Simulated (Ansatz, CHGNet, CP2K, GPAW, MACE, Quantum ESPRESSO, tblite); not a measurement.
**Running random start for glassy BaB8O13 (110 atoms) with GPAW**

Aim: run random start for glassy BaB8O13 (110 atoms) in GPAW and see how near its forces come to a plane-wave reference, and at what cost.

Program: GPAW 26.7.0. Level of theory: the method is named at each step. Results are calculated unless marked as measured.

## (1) Starting point

The cell holds 110 atoms: 40 B, 5 Ba and 65 O. Its edges and angles: a = 10.820 Å, b = 10.820 Å, c = 10.820 Å, α = 90.0°, β = 90.0°, γ = 90.0°. 110 atoms (40 B, 5 Ba, 65 O) packed at random in a cube at 2.83 g/cm³ and pushed apart as soft spheres, cations and anions kept from their own kind; a start for melting by ab initio MD, not an equilibrated structure. The starting density is a measured one. Then every atom was moved at random, 0.02 Å r.m.s. a Cartesian component.

The yardstick, on the same geometry:

```
method                 : Kohn-Sham DFT, PBE, PAW, plane waves (Ansatz 0.2.0); cutoff 420 eV, Γ point, fermi-dirac smearing of 0.05 eV; PAW set soft_2
r.m.s. force component : 2.502 eV/Å
longest force          : 8.794 eV/Å
pressure               : -20.29 GPa
SCF cycles             : 15
time                   : 26 s on 4 threads of Arm Neoverse V2, shared host
CPU time               : 98 s
```

## (2) PBE, LCAO dzp, h 0.18 Å

Method: Kohn-Sham DFT, PBE, PAW, atomic orbitals (dzp).

run.py reads:

```python
import numpy as np
from ase.io import read
from gpaw import GPAW, FermiDirac
from ase.parallel import parprint as print

atoms = read("structure.xyz")
atoms.calc = GPAW(
    mode="lcao",
    basis="dzp",
    h=0.18,
    xc="PBE",
    kpts={"size": (1, 1, 1), "gamma": True},
    occupations=FermiDirac(0.05),
    maxiter=200,
    symmetry={"point_group": False},
    txt="gpaw.txt",
)
energy = atoms.get_potential_energy(force_consistent=True)
forces = atoms.get_forces()
print(f"energy {energy:.6f} eV")
print("forces (eV/A)")
for i, (a, f) in enumerate(zip(atoms, forces)):
    print(f"{i:4d} {a.symbol:2s} {f[0]:10.5f} {f[1]:10.5f} {f[2]:10.5f}")
print(f"Fermi level {atoms.calc.get_fermi_level():.4f} eV")
for k in range(len(atoms.calc.get_ibz_k_points())):
    for s in range(atoms.calc.get_number_of_spins()):
        e = atoms.calc.get_eigenvalues(kpt=k, spin=s)
        n = np.searchsorted(e, atoms.calc.get_fermi_level())
        print(f"k {k} spin {s} levels about the Fermi level:", np.round(e[max(n - 6, 0):n], 4).tolist(), "|", np.round(e[n:n + 6], 4).tolist())
```

structure.xyz reads:

```xyz
110
Lattice="10.82020 0.00000 0.00000 0.00000 10.82020 0.00000 0.00000 0.00000 10.82020" Properties=species:S:1:pos:R:3 pbc="T T T"
B 3.09111 2.34593 0.23469
B 4.24541 0.29279 6.71307
B 4.13018 6.52826 6.85146
B 3.33987 7.37905 4.64554
B 8.50901 0.18405 9.49375
B 4.76814 4.66848 0.51612
B 0.94406 0.78890 2.01797
B 4.59209 9.57425 1.18503
B 5.42774 8.42850 9.39269
B 9.42537 1.34928 7.88836
B 0.07845 3.03247 5.75115
B 7.10022 6.71253 3.68287
B 9.80808 1.88131 3.93487
B 0.72679 6.56992 4.54719
B 4.48908 0.93119 1.60431
B 6.61385 5.90610 6.77236
B 10.22671 10.14210 2.01429
B 9.42851 8.49786 9.06430
B 5.44613 6.82949 0.85988
B 4.96809 2.74173 3.36530
B 1.19098 5.04654 1.08213
B 6.32819 2.37947 9.09395
B 1.54231 9.70788 2.80903
B 9.81490 9.16622 4.12780
B 6.80526 1.91117 6.67855
B 0.86691 8.33588 10.74944
B 1.02511 0.76098 5.83988
B 4.09555 1.03344 9.05369
B 9.05543 6.11504 6.18007
B 6.83653 4.06234 1.74465
B 7.36477 0.08245 4.95598
B 9.28687 7.46908 0.87654
B 2.47285 9.12013 7.78795
B 3.26435 6.32419 0.37135
B 4.19207 3.90404 8.83177
B 4.39592 5.46431 4.06060
B 9.48261 5.50456 1.89537
B 2.91961 4.06785 6.06905
B 9.54677 6.99255 3.64111
B 1.71987 6.67022 7.78849
Ba 7.43423 8.25592 7.10703
Ba 0.24529 3.10864 10.60315
Ba 6.15301 9.05056 3.76229
Ba 7.39755 1.69369 2.47144
Ba 9.80862 4.71295 8.46205
O 7.92298 2.97209 7.22638
O 9.18267 3.80189 1.55259
O 1.16620 7.36650 3.29215
O 9.41714 8.32712 5.26403
O 5.94830 6.53454 8.36142
O 3.38737 10.47579 2.45164
O 6.44451 8.32788 1.18882
O 6.19424 0.98302 5.00932
O 1.13374 5.07435 3.24000
O 2.90695 5.64111 4.68774
O 1.07315 1.72972 3.15755
[... 50 atom lines left out ...]
O 8.33978 10.76859 3.85459
O 5.67379 4.42633 2.58213
O 3.51678 7.45241 9.03140
O 0.60961 7.61839 7.84562
```

Command:

```console
$ OMP_NUM_THREADS=1 mpirun -np 2 gpaw python run.py > output.txt
```

Log:

```text
energy -546.621657 eV
forces (eV/A)
   0 B     1.52189   -1.02387    0.91284
   1 B    -0.61673   -1.59593   -0.60864
   2 B     0.86536    0.37759    0.63176
   3 B     0.59539    2.05628    0.58988
   4 B     0.32300   -1.31855    4.93573
   5 B    -0.43307    1.78214   -1.31193
   6 B    -1.24855    3.02231   -1.22449
   7 B     0.62560   -0.75296   -0.18602
   8 B     2.40117    1.73581    0.16536
   9 B     0.59761   -0.96105    1.86711
  10 B     3.28748   -2.00362    0.18872
  11 B     2.65728   -3.00102    1.81278
  12 B     2.14654    1.78745    0.55188
  13 B    -1.67417   -0.82892   -4.76664
  14 B    -1.09605   -2.49514    2.29308
  15 B    -0.84447   -2.96275    3.71106
  16 B    -0.13935   -2.61990    0.41096
  17 B    -1.10020    0.89589    2.02753
  18 B     3.39011   -0.11826    1.46730
  19 B    -3.83695    0.96433    1.76499
  20 B     6.52085    0.22989    3.98575
  21 B     1.07079    4.49295    2.16612
  22 B    -0.23902    1.73852    0.68822
  23 B    -0.43889   -1.41676    2.41936
[...]
102 O    -1.27559   -1.84086    2.35123
 103 O    -0.18485   -1.06160    1.61379
 104 O    -1.39029   -2.53652   -1.70663
 105 O     0.28223   -2.76937    2.05261
 106 O    -1.65384   -1.94707    4.76935
 107 O     1.11214   -4.41426   -1.76659
 108 O     0.44983    1.03128   -1.10867
 109 O     5.38458   -5.97945   -0.12415
Fermi level 3.5782 eV
k 0 spin 0 levels about the Fermi level: [3.4264, 3.4677, 3.4774, 3.5329, 3.5467, 3.5621] | [3.5837, 3.5977, 3.6472, 3.6647, 3.717, 3.7344]
```

gpaw.txt:

```text
Input parameters:
  mode=LCAO(),
  basis={'default': 'dzp'},
  h=0.18,
  kpts=MonkhorstPack(size=(1, 1, 1), gamma=True),
  maxiter=200,
  occupations=Occupations(name='fermi-dirac', width=0.05, fixmagmom=False),
  symmetry=Symmetry(point_group=False),
  xc=XC(name='PBE')
Unit cell  # Å
| periodic |         x |         y |         z |   lengths |    angles |
|----------|-----------|-----------|-----------|-----------|-----------|
|      yes | 10.820200 |  0.000000 |  0.000000 | 10.820200 | 90.000000 |
|      yes |  0.000000 | 10.820200 |  0.000000 | 10.820200 | 90.000000 |
|      yes |  0.000000 |  0.000000 | 10.820200 | 10.820200 | 90.000000 |
Number of symmetries: 1
Symmetry operations  # r_c * U_cc + t_c -> r_c
|   | kind |            matrix            |
|---|------|------------------------------|
| 0 |  E   |  1, 0, 0,  0, 1, 0,  0, 0, 1 |
BZ-sampling:
  Number of BZ points: 1
  Number of IBZ points: 1
  Monkhorst-Pack size: [1, 1, 1]
  Monkhorst-Pack shift: [0, 0, 0]
[... lines left out ...]
      Number of RI-basis functions 0
Reference energy: -1265824.194818  # eV
eigensolver:
density mixing:
  MSR1-Mixer
occupation numbers:
  Fermi-Dirac:
    width: 0.0500  # eV
FastPoissonSolver using
    Stencil: 6*3+1=19 point O(h^6) finite-difference Laplacian
xc functional:
  name: PBE with 2 nearest neighbor stencil
interpolation: tri-quintic # 5. degree polynomial
Initialization done in: 8.650 s
convergence criteria:
- Maximum [total energy] change in last 3 cyles: 0.0005 eV / valence electron
- Maximum integral of absolute [dens]ity change: 0.0001 electrons / valence electron
- Maximum integral of absolute [eigenst]ate change: 4e-08 eV^2 / valence electron
maximum number of iterations: 200
SCF iterations
|iter     |      energy | eigst |  dens |
|---------|-------------|-------|-------|
|iter:   1| -608.309714 |      c|       |
|iter:   2| -579.694928 |      c| -0.83 |
|iter:   3| -581.915000 |      c| -0.93 |
|iter:   4| -558.299522 |      c| -1.01 |
[...]
|iter:  13| -546.559445 |      c| -1.85 |
|iter:  14| -546.389724 |      c| -2.06 |
|iter:  15| -546.367990c|      c| -2.25 |
|iter:  16| -546.361937c|      c| -2.30 |
|iter:  17| -546.355951c|      c| -2.40 |
[...]
|iter:  35| -546.322399c|      c| -3.84 |
|iter:  36| -546.322434c|      c| -3.93 |
|iter:  37| -546.322472c|      c| -4.05c|
Converged in 37 steps
SCF loop duration: 436.398 s (11.795 s/step)
Energy contributions relative to reference atoms: (reference = -1265824.194818)
Energy contributions:
  Kinetic:          35.790187
  Coulomb:        -114.579409
  Zero:             14.418411
  External:          0.000000
  Xc:             -481.652476
  Entropy:          -0.598370
  Spinorbit:         0.000000
  ----------------------------
  Free energy:    -546.621657
  Extrapolated:   -546.322472
dipole moment: (-7.509240, 66.214712, 41.397840)  # |e|*Ang
Fermi level: 3.578
Eigenvalues  # (at kpt = [0.000, 0.000, 0.000])
| band index |      eig [eV] | occ [0-2] |
|------------|---------------|-----------|
|          0 |       -22.872 |     2.000 |
|        ... |               |           |
|        272 |         3.355 |     1.977 |
|        273 |         3.403 |     1.941 |
[...]
|        287 |         3.826 |     0.014 |
|        ... |               |           |
|        339 |         7.201 |     0.000 |
Gap: 0.022 eV
Transition (v -> c):
  (s=0, k=0, n=279, [0.00, 0.00, 0.00]) -> (s=0, k=0, n=280, [0.00, 0.00, 0.00])
No difference between direct/indirect transitions
Force computation time: 26.985  # s
```

Elapsed: 7.9 min, on 2 MPI ranks of Arm Neoverse V2, shared host; peak memory 2.1 GiB.

Banners, paths, timers and routine set-up lines are dropped from the logs unmarked, and long logs keep their key lines alone; longer cuts are marked.

Numbers from this run, and their distance from the reference:

```yaml
r_m_s_force_component: 2.428 eV/Å
r_m_s_difference_of_force_components: 220.2 meV/Å
longest_difference_of_force_vectors: 827.1 meV/Å
force_difference_over_r_m_s_force: 8.803 %
slope_of_forces_against_the_reference_s: 0.9669
correlation_of_force_components: 0.9965
```

Length of the force difference by element (eV/Å):

```
element  atoms  mean  most
      B     40  0.32  0.58
     Ba      5  0.63  0.83
      O     65  0.32  0.75
```

The surroundings of O75, picked at random, nearest first, numbered as they follow in the input and with coordinates relative to it.

```
atom      x      y      z  distance (Å)     Fx     Fy  Fz (eV/Å)
 O75   0.00   0.00   0.00          0.00  -0.60   4.39      -0.60
 B21  -0.65   1.33  -0.26          1.50   6.52   0.23       3.99
  B1   1.25  -1.37  -1.11          2.16   1.52  -1.02       0.91
Ba42  -1.60  -0.61  -1.56          2.32  -3.53  -0.82       0.04
 O54  -0.71   1.36   1.90          2.44  -1.81   1.67      -0.20
 O58   2.43  -0.76  -0.58          2.62  -2.61   1.19      -1.38
 O77   0.02   2.52  -0.86          2.67  -1.65  -2.09       1.37
 O98  -0.60  -2.53  -0.98          2.77   0.47  -1.72       5.02
 O56  -0.77  -1.99   1.81          2.80  -1.27  -2.66      -2.78
```

Atoms are counted from 1 here, from 0 in the log.

Forces lie 8.8 % from the reference's, at 9.7 times its CPU time (on 2 against 4 cores).

## (3) PBE, LCAO sz(dzp), h 0.18 Å

Method: Kohn-Sham DFT, PBE, PAW, atomic orbitals (sz(dzp)).

run.py, as its differences from that of step 2:

```diff
@@ -3,3 +3,2 @@
 from gpaw import GPAW, FermiDirac
-from ase.parallel import parprint as print
 
@@ -8,3 +7,3 @@
     mode="lcao",
-    basis="dzp",
+    basis="sz(dzp)",
     h=0.18,
```

structure.xyz is that of step 2.

Command:

```console
$ OMP_NUM_THREADS=1 python run.py > output.txt
```

Log:

```text
energy -481.967361 eV
forces (eV/A)
   0 B    -1.49861    0.40692   -0.27420
   1 B    -1.04755   -3.49663   -2.74768
   2 B     1.06881    0.44121    1.47647
   3 B     0.85155    0.78108    0.42764
   4 B    -0.57420    1.05316    3.38028
   5 B    -2.42537   -0.42171    0.78029
   6 B    -1.29131    1.76766   -3.10745
   7 B     0.42189   -1.16789   -0.30031
   8 B     1.93376    1.53777   -0.10591
   9 B     0.77486   -0.75107    1.00866
  10 B     2.32923   -0.78383    0.51669
  11 B     1.33082   -3.45259   -0.53622
[...]
105 O     0.50339   -1.69879    1.25839
 106 O    -0.12831   -2.19353    2.90474
 107 O    -1.16547   -3.45269   -0.15482
 108 O     0.12820    0.81017   -1.11929
 109 O     2.60054   -3.96457   -0.03626
Fermi level 3.8029 eV
k 0 spin 0 levels about the Fermi level: [3.6519, 3.6907, 3.7157, 3.7311, 3.7797, 3.793] | [3.8126, 3.8256, 3.8614, 3.8845, 3.9431, 3.9674]
```

gpaw.txt:

```text
Input parameters:
  mode=LCAO(),
  basis={'default': 'sz(dzp)'},
  h=0.18,
  kpts=MonkhorstPack(size=(1, 1, 1), gamma=True),
  maxiter=200,
  occupations=Occupations(name='fermi-dirac', width=0.05, fixmagmom=False),
  symmetry=Symmetry(point_group=False),
  xc=XC(name='PBE')
[... lines left out ...]
  Fermi-Dirac:
[... lines left out ...]
convergence criteria:
- Maximum [total energy] change in last 3 cyles: 0.0005 eV / valence electron
[... lines left out ...]
Converged in 37 steps
[... lines left out ...]
  Free energy:    -481.967361
[... lines left out ...]
Fermi level: 3.803
[... lines left out ...]
|          0 |       -22.936 |     2.000 |
|        ... |               |           |
|        272 |         3.573 |     1.980 |
|        273 |         3.638 |     1.929 |
[...]
|        287 |         4.041 |     0.017 |
|        ... |               |           |
|        339 |         7.291 |     0.000 |
Gap: 0.020 eV
Transition (v -> c):
  (s=0, k=0, n=279, [0.00, 0.00, 0.00]) -> (s=0, k=0, n=280, [0.00, 0.00, 0.00])
No difference between direct/indirect transitions
Force computation time: 10.955  # s
timing:  # [seconds]
  Total:  250.078  # ━━━━━━━━━━━━━━━━━━━━━━━━━━━━━━━━━━━━━━━━━━━━━━━━━━━━━━━━
  Init:    19.013  # ━━━━╸
  SCF:    220.076  # ━━━━━━━━━━━━━━━━━━━━━━━━━━━━━━━━━━━━━━━━━━━━━━━━━╸
  Forces:  10.955  # ━━╸
```

Elapsed: 4.2 min, on 1 thread; peak memory 1.3 GiB.

Compared with the plane-wave run:

```yaml
r_m_s_force_component: 1.972 eV/Å
r_m_s_difference_of_force_components: 1351 meV/Å
longest_difference_of_force_vectors: 4244 meV/Å
force_difference_over_r_m_s_force: 53.99 %
slope_of_forces_against_the_reference_s: 0.6648
correlation_of_force_components: 0.8436
```

This is a coarse setting, run to see what it loses.

Against the first run (8.8 %), the force difference from the reference is 54 %, at 0.26 times the CPU time (on 1 against 2 cores), with 485 basis functions against 1510: the smaller basis costs accuracy.

## (4) All runs compared

Differences are against the plane-wave reference, forces as r.m.s. over components; share is that over the reference's r.m.s. force, slope the least-squares factor from reference forces to these. Total energies of different programs have different zeros and aren't compared.

```
                                      run  Δ force, r.m.s. (meV/Å)  share (%)  slope  cores  CPU time  memory (GiB)
                                reference                        -          -      -      4      98 s           1.7
             GPAW PBE, LCAO dzp, h 0.18 Å                      220       8.80  0.967      2    16 min           2.1
GPAW PBE, LCAO sz(dzp), h 0.18 Å (coarse)                     1351       54.0  0.665      1   4.2 min           1.3
```

Rows marked coarse were listed beforehand as settings not expected to be converged; some can still land near the reference.

CPU time is summed over cores on a shared host, where runs went side by side, so it is rough. Symmetry, cutoffs, thresholds, outputs and thread counts weren't matched or tuned between programs; memory under MPI is the largest rank's times the ranks.

A second geometry, displaced anew (every atom was moved at random, 0.06 Å r.m.s. a Cartesian component), gives an energy difference that all programs can be tested on. The reference puts it at -11.60 meV/atom.

```
                             run  energy less the first geometry's (meV/atom)  error (meV/atom)  force share at the second geometry (%)
    GPAW PBE, LCAO dzp, h 0.18 Å                                       -8.377              3.22                                    10.1
GPAW PBE, LCAO sz(dzp), h 0.18 Å                                        9.498              21.1                                    56.3
```

## (5) Summary of results

```json
{"nearest in forces": "GPAW PBE, LCAO dzp, h 0.18 Å, 8.8 %", "its CPU time": "16 min"}
```

The PBE run in local orbitals, coarse settings apart, differs by 8.8 % (GPAW PBE, LCAO dzp, h 0.18 Å); basis, grid and potentials can all enter. Runs with settings chosen to be coarse differ by 54 % (GPAW PBE, LCAO sz(dzp), h 0.18 Å), their programs' other errors included. None of the electronic-structure runs in the table takes under half the reference's CPU time of 98 s; they take 2.6 to 9.7 times as much. The energy difference between the two geometries, -11.6 meV/atom in the reference, is met best by GPAW PBE, LCAO dzp, h 0.18 Å (+3.22) and worst by GPAW PBE, LCAO sz(dzp), h 0.18 Å (coarse) (+21.1). The reference's stress is far from hydrostatic: its diagonal is -22.1, -21.9, -16.9 GPa, compression counted positive. The reference's pressure of -20 GPa belongs to a cell and atoms that aren't relaxed at this level. The electronic-structure runs sample only Γ, in a cell whose shortest periodic width is 11 Å, which is coarse for a cell with partly filled levels. Spin–orbit coupling is left out, which matters for the levels of the heavy elements.

[Also dropped from logs without a mark: logging warnings of Python, and SIESTA's first energy breakdown and zero terms.]

[Logs are printed without paths, hosts, clocks, repeated set-up lines and the standing remarks that a program may print on its own settings, such as how far it seeks lower states.]

[Hosts, paths, dates, database ids (printed as entryN), source tags and the programs' standing remarks are cut or masked in the printed files.]
